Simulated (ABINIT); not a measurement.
**A GW chain in ABINIT: CsGeCl3 (R3m)**

Wanted: ground state, empty states, screening and self-energy for CsGeCl3 (R3m).

Main program and level: ABINIT 10.8.3; LDA and many-body steps on it, plane waves.

This is a report of a sequence of runs, with the program logs left out and the cost of each run kept.

**1. Starting point**

Symmetry: R3m, No. 160, trigonal system. Conventional cell: a = 7.694 Å, b = 7.694 Å, c = 9.535 Å, α = 90.00°, β = 90.00°, γ = 120.00°. Nearest to Cs lie 12 Cl at 3.86 to 3.90 Å. Nearest to Ge lie 3 Cl at 2.37 Å. Nearest to Cl lie 2 Ge at 2.37 to 3.10 Å and 4 Cs at 3.86 to 3.90 Å. Farther neighbours, and contacts between anions beyond the nearest, are not listed.

The cell and positions are those that the Materials Project relaxed with its own functionals (PBE, PBE+U or r2SCAN), kept fixed.

**2. Ground state**

This step: ABINIT 10.8.3; DFT, LDA, plane waves, norm-conserving pseudopotentials.

The ground-state density comes first.

Input file run.abi:

```
acell 3*1.0 Angstrom
rprim 
  3.846816390705 2.220960478697 3.178300533600
  -3.846816390705 2.220960478697 3.178300533600
  0.000000000000 -4.441920957394 3.178300533600
ntypat 3
znucl 55 32 17
natom 5
typat 1 2 3 3 3
xred 
  0.998403350000 0.998403350000 0.998403350000
  0.515533150000 0.515533150000 0.515533150000
  0.496712670000 0.496712670000 0.948638170000
  0.496712670000 0.948638170000 0.496712670000
  0.948638170000 0.496712670000 0.496712670000
pp_dirpath "pseudos"
pseudos "Cs.upf, Ge.upf, Cl.upf"
ecut 56
ngkpt 4 4 4
nshiftk 1
shiftk 0 0 0
kptopt 1
chksymbreak 0
nband 32
occopt 1
tolvrs 1e-10
nstep 60
prtwf 0
optforces 0
optstress 0
indata_prefix "in"
outdata_prefix "out"
tmpdata_prefix "tmp"
```

The run is started by

```
> OMP_NUM_THREADS=1 mpirun -n 8 abinit run.abi > log
```

It took 90 s on 8 MPI ranks of Arm Neoverse V2, shared host; peak memory 1.3 GiB.

This step gave:

```
total energy               : -9587.4849 eV
gap                        : 1.977 eV
k of the valence top       : 0.5, 0.5, 0.5
k of the conduction bottom : 0.5, 0.5, 0.5
least direct gap           : 1.977 eV
```

The gap is direct, at (0.500, 0.500, 0.500).

**3. Bands along the symmetry lines**

Levels along a band path, at the cheap level, show where the edges lie and whether the meshes to come will hold them.

Input file run.abi:

```
acell 3*1.0 Angstrom
rprim 
  3.846816390705 2.220960478697 3.178300533600
  -3.846816390705 2.220960478697 3.178300533600
  0.000000000000 -4.441920957394 3.178300533600
ntypat 3
znucl 55 32 17
natom 5
typat 1 2 3 3 3
xred 
  0.998403350000 0.998403350000 0.998403350000
  0.515533150000 0.515533150000 0.515533150000
  0.496712670000 0.496712670000 0.948638170000
  0.496712670000 0.948638170000 0.496712670000
  0.948638170000 0.496712670000 0.496712670000
pp_dirpath "pseudos"
pseudos "Cs.upf, Ge.upf, Cl.upf"
ecut 56
iscf -2
irdden 1
kptopt 0
nkpt 59
kpt 
  0.00000000 0.00000000 0.00000000
  0.06250000 0.06250000 0.06250000
  0.12500000 0.12500000 0.12500000
  0.18750000 0.18750000 0.18750000
  0.25000000 0.25000000 0.25000000
  0.31250000 0.31250000 0.31250000
  0.37500000 0.37500000 0.37500000
  0.43750000 0.43750000 0.43750000
  0.50000000 0.50000000 0.50000000
  0.50097453 0.49902547 0.50000000
  0.50194906 0.49805094 0.50000000
  0.50292359 0.49707641 0.50000000
  0.50389812 0.49610188 0.50000000
  0.50487265 0.49512735 0.50000000
  0.50584718 0.49415282 0.50000000
  0.50682171 0.49317829 0.50000000
  0.50779624 0.49220376 0.50000000
  0.50000000 -0.49220376 0.49220376
  0.50000000 -0.43067829 0.43067829
  0.50000000 -0.36915282 0.36915282
  0.50000000 -0.30762735 0.30762735
  0.50000000 -0.24610188 0.24610188
  0.50000000 -0.18457641 0.18457641
  0.50000000 -0.12305094 0.12305094
  0.50000000 -0.06152547 0.06152547
  0.50000000 0.00000000 0.00000000
  0.43750000 0.00000000 0.00000000
  0.37500000 0.00000000 0.00000000
  0.31250000 0.00000000 0.00000000
  0.25000000 0.00000000 0.00000000
  0.18750000 0.00000000 0.00000000
  0.12500000 0.00000000 0.00000000
  0.06250000 0.00000000 0.00000000
  0.00000000 0.00000000 0.00000000
  0.06201273 -0.06201273 0.00000000
  0.12402547 -0.12402547 0.00000000
  0.18603821 -0.18603821 0.00000000
  0.24805094 -0.24805094 0.00000000
  0.31006367 -0.31006367 0.00000000
  0.37207641 -0.37207641 0.00000000
  0.43408915 -0.43408915 0.00000000
  0.49610188 -0.49610188 -0.00000000
  0.50389812 0.00000000 0.49610188
  0.50341086 0.00000000 0.49658915
  0.50292359 0.00000000 0.49707641
  0.50243633 0.00000000 0.49756367
  0.50194906 0.00000000 0.49805094
  0.50146179 0.00000000 0.49853821
  0.50097453 0.00000000 0.49902547
  0.50048726 0.00000000 0.49951273
  0.50000000 0.00000000 0.50000000
  0.43750000 0.00000000 0.43750000
  0.37500000 0.00000000 0.37500000
  0.31250000 0.00000000 0.31250000
  0.25000000 0.00000000 0.25000000
  0.18750000 0.00000000 0.18750000
  0.12500000 0.00000000 0.12500000
  0.06250000 0.00000000 0.06250000
  0.00000000 0.00000000 0.00000000
istwfk *1
nband 33
nbdbuf 2
tolwfr 1e-08
nstep 40
prtwf 0
prtvol 0
indata_prefix "in"
outdata_prefix "out"
tmpdata_prefix "tmp"
```

The job ended after 2.7 min (8 MPI ranks; peak memory 1.5 GiB).

Read from the output:

* gap: 1.975 eV
* k of the valence top: 0.5, 0.5, 0.5
* k of the conduction bottom: 0.5078, 0.4922, 0.5
* least direct gap: 1.977 eV

The gap is 1.975 eV, −0.002 eV from the run before at this level.

Electronic bands along the path, in eV, zero at the top of the highest filled band:

| point | band 23 | band 24 | band 25 | band 26 | band 27 | band 28 | band 29 | band 30 |
| --- | --- | --- | --- | --- | --- | --- | --- | --- |
| Γ | -2.59 | -2.49 | -2.49 | -2.30 | 3.22 | 4.10 | 4.10 | 4.82 |
| halfway | -2.43 | -2.43 | -2.38 | -1.67 | 3.66 | 3.66 | 3.79 | 4.59 |
| T | -2.21 | -2.21 | -2.15 | 0.00 | 1.98 | 1.98 | 2.00 | 5.07 |
| halfway | -2.21 | -2.21 | -2.15 | 0.00 | 1.98 | 1.98 | 2.00 | 5.07 |
| H2 | -2.21 | -2.21 | -2.15 | 0.00 | 1.98 | 1.98 | 2.00 | 5.07 |
| jump to H0 | -2.21 | -2.21 | -2.15 | 0.00 | 1.98 | 1.98 | 2.00 | 5.07 |
| halfway | -2.56 | -2.46 | -2.33 | -1.04 | 2.40 | 3.59 | 3.73 | 5.09 |
| L | -2.73 | -2.62 | -2.60 | -1.57 | 2.82 | 4.54 | 5.03 | 5.18 |
| halfway | -2.68 | -2.60 | -2.53 | -2.06 | 3.77 | 4.23 | 4.51 | 4.59 |
| Γ | -2.59 | -2.49 | -2.49 | -2.30 | 3.22 | 4.10 | 4.10 | 4.82 |
| halfway | -2.80 | -2.56 | -2.49 | -1.77 | 3.83 | 4.03 | 4.50 | 4.89 |
| S0 | -2.68 | -2.66 | -2.19 | -0.74 | 2.36 | 2.46 | 4.87 | 5.39 |
| jump to S2 | -2.68 | -2.66 | -2.19 | -0.74 | 2.36 | 2.46 | 4.87 | 5.39 |
| halfway | -2.68 | -2.66 | -2.19 | -0.74 | 2.36 | 2.46 | 4.87 | 5.39 |
| F | -2.68 | -2.66 | -2.19 | -0.74 | 2.36 | 2.46 | 4.87 | 5.39 |
| halfway | -2.67 | -2.56 | -2.39 | -1.85 | 3.92 | 3.93 | 4.30 | 4.89 |
| Γ | -2.59 | -2.49 | -2.49 | -2.30 | 3.22 | 4.10 | 4.10 | 4.82 |

**4. Empty states on the mesh, 2×2×2 mesh, 192 bands**

The sums over transitions need many empty states on a uniform mesh; this step solves for them.

Input file run.abi:

```
acell 3*1.0 Angstrom
rprim 
  3.846816390705 2.220960478697 3.178300533600
  -3.846816390705 2.220960478697 3.178300533600
  0.000000000000 -4.441920957394 3.178300533600
ntypat 3
znucl 55 32 17
natom 5
typat 1 2 3 3 3
xred 
  0.998403350000 0.998403350000 0.998403350000
  0.515533150000 0.515533150000 0.515533150000
  0.496712670000 0.496712670000 0.948638170000
  0.496712670000 0.948638170000 0.496712670000
  0.948638170000 0.496712670000 0.496712670000
pp_dirpath "pseudos"
pseudos "Cs.upf, Ge.upf, Cl.upf"
ecut 56
ngkpt 2 2 2
nshiftk 1
shiftk 0 0 0
kptopt 1
chksymbreak 0
iscf -2
irdden 1
istwfk *1
nband 192
nbdbuf 16
tolwfr 1e-09
nstep 60
prtvol 0
indata_prefix "in"
outdata_prefix "out"
tmpdata_prefix "tmp"
```

Run time: 2.7 min. Hardware: 8 MPI ranks; peak memory 1.1 GiB.

Read from the output:

```yaml
gap: 1.977 eV
k_of_the_valence_top: 0.5, 0.5, 0.5
k_of_the_conduction_bottom: 0.5, 0.5, 0.5
least_direct_gap: 1.977 eV
k_points_computed: 4
lowest_point_of_the_top_converged_band_above_the_valence_top: 47.69 eV
```

On this mesh the gap is 1.977 eV.

**5. Screening, 2×2×2 mesh, 176 bands, screening to 130.6 eV**

The RPA dielectric matrix is built and inverted for each q.

This step: RPA screening on LDA, plane waves, norm-conserving pseudopotentials.

run.abi, as its differences from that of step 4:

```diff
@@ -23,10 +23,11 @@
 chksymbreak 0
-iscf -2
-irdden 1
 istwfk *1
-nband 192
-nbdbuf 16
-tolwfr 1e-09
-nstep 60
-prtvol 0
+occopt 1
+irdwfk 1
+optdriver 3
+nband 176
+ecuteps 4.8
+inclvkb 2
+awtr 1
+symchi 1
 indata_prefix "in"
```

The job ended after 53 s (8 MPI ranks; peak memory 4.8 GiB).

Numbers from this step:

```yaml
eps_infinity_with_local_fields_on_this_mesh: 5.963
eps_infinity_without_local_fields_on_this_mesh: 7.231
plasma_frequency: 20.98 eV
plane_waves_in_the_screening_matrix: 527
```

Local fields lower ε∞ by 18 %. On a Γ-centred mesh this coarse the value itself is usually too large, while a short band sum pulls it down.

**6. Self-energy, 2×2×2 mesh, 176 bands, screening to 130.6 eV**

The self-energy is evaluated for the states that the input lists, and the quasiparticle equation is solved.

This step: G0W0 on LDA, plane waves, norm-conserving pseudopotentials.

run.abi, as its differences from that of step 5:

```diff
@@ -26,8 +26,17 @@
 irdwfk 1
-optdriver 3
+optdriver 4
 nband 176
+gwcalctyp 0
+ecutsigx 56
+symsigma 1
+nkptgw 2
+kptgw 
+  0.5000000000 0.5000000000 0.5000000000
+  0.0000000000 0.0000000000 0.0000000000
+bdgw 
+  25 28
+  24 29
 ecuteps 4.8
-inclvkb 2
-awtr 1
-symchi 1
+irdscr 1
+ppmodel 1
 indata_prefix "in"
```

Elapsed: 15 s, on 8 MPI ranks; peak memory 2.9 GiB.

Read from the output:

* G0W0 gap on the mesh: 3.621 eV
* starting gap on the mesh: 1.977 eV
* k of the valence top: 0.5, 0.5, 0.5
* k of the conduction bottom: 0.5, 0.5, 0.5
* Z at the valence top: 0.787
* Z at the conduction bottom: 0.808
* least direct G0W0 gap on the computed points: 3.621 eV

The gap on the mesh goes from 1.98 eV to 3.62 eV, a correction of +1.64 eV.

Limits: finite bands, cutoff and mesh; no spin-orbit coupling; coarse k mesh. v1 is the top filled band, c1 the lowest empty one. Levels before and after the correction, in eV, zero at the valence-band top of each column:

|  | conduction bottom | valence top |
| --- | --- | --- |
| Kohn-Sham | 1.98 | 0.00 |
| G0W0 | 3.62 | 0.00 |

|  | level | energy (eV) |
| --- | --- | --- |
| Kohn-Sham | (0.5 0.5 0.5) v2 | -2.149 |
| Kohn-Sham | (0.5 0.5 0.5) v1 | 0.000 |
| Kohn-Sham | (0.5 0.5 0.5) c1-c2 | 1.977 |
| G0W0 | (0.5 0.5 0.5) v2 | -2.722 |
| G0W0 | (0.5 0.5 0.5) v1 | 0.000 |
| G0W0 | (0.5 0.5 0.5) c1-c2 | 3.621 |

**7. Where the time went**

Times are wall times on 8 MPI ranks of Arm Neoverse V2, shared host, good to a factor of about two.

| step | time | share | memory (GiB) |
| --- | --- | --- | --- |
| ground state | 90 s | 19 % | 1.3 |
| bands along the symmetry lines | 2.7 min | 33 % | 1.5 |
| empty states on the mesh | 2.7 min | 34 % | 1.1 |
| screening | 53 s | 11 % | 4.8 |
| self-energy | 15 s | 3 % | 2.9 |

**8. What came out**

- LDA gap: 1.98 eV, indirect (only 2 meV under the direct gap)
- G0W0 gap on the mesh: 3.62 eV
- GW settings: 2×2×2 mesh, 176 bands, screening to 130.6 eV, Godby-Needs plasmon pole
- known limits: short of the basis limit; no spin-orbit coupling; coarse k mesh

In words: G0W0 moves the gap on the mesh from 1.98 eV to 3.62 eV (+1.64 eV), with Z of 0.79 and 0.81 at the edges. Local fields lower the RPA ε∞ on this mesh from 7.23 to 5.96; a Γ-centred mesh this coarse tends to raise both, most where the direct gap is narrow, while a short band sum lowers them. Bands and cutoff are finite, so the gap stands short of the basis limit, usually by up to a few tenths of an eV; the mesh is an error of its own. The 2×2×2 mesh is coarse for this cell, which bears on the long-range parts of exchange and screening. The many-body steps are scalar-relativistic: spin-orbit coupling is not in them.

[Long decimals in the printed logs are rounded to 6 places.]

[Logs are printed without paths, hosts, clocks, repeated set-up lines and the standing remarks that a program may print on its own settings, such as how far it seeks lower states.]

[Paths, hosts, dates, memory and timing lines, banners, echoed tables and standing remarks are left out of the program output; an Ansatz launch command may be rebuilt from the run's recorded settings. Measured values are a selection of at most five: reports struck by readers or far from the other reports are left out. None is set beside runs whose start may be inverted or whose files or cutoffs have a known fault.]

[Runs of the session that timed out or met a known fault of the program may be left out.]

[Hosts, paths, dates, database ids (printed as entryN), source tags and the programs' standing remarks are cut or masked in the printed files.]

[G0W0 gaps are taken among the corrected bands and points alone; a level outside them can change the order at an edge.]

[Where Ansatz stands beside ABINIT at settings called matched, ABINIT's density can come from a denser mesh and the files from another edition; pairs whose starting gaps differed by over 0.03 eV were left out, so agreement reads better than it is.]
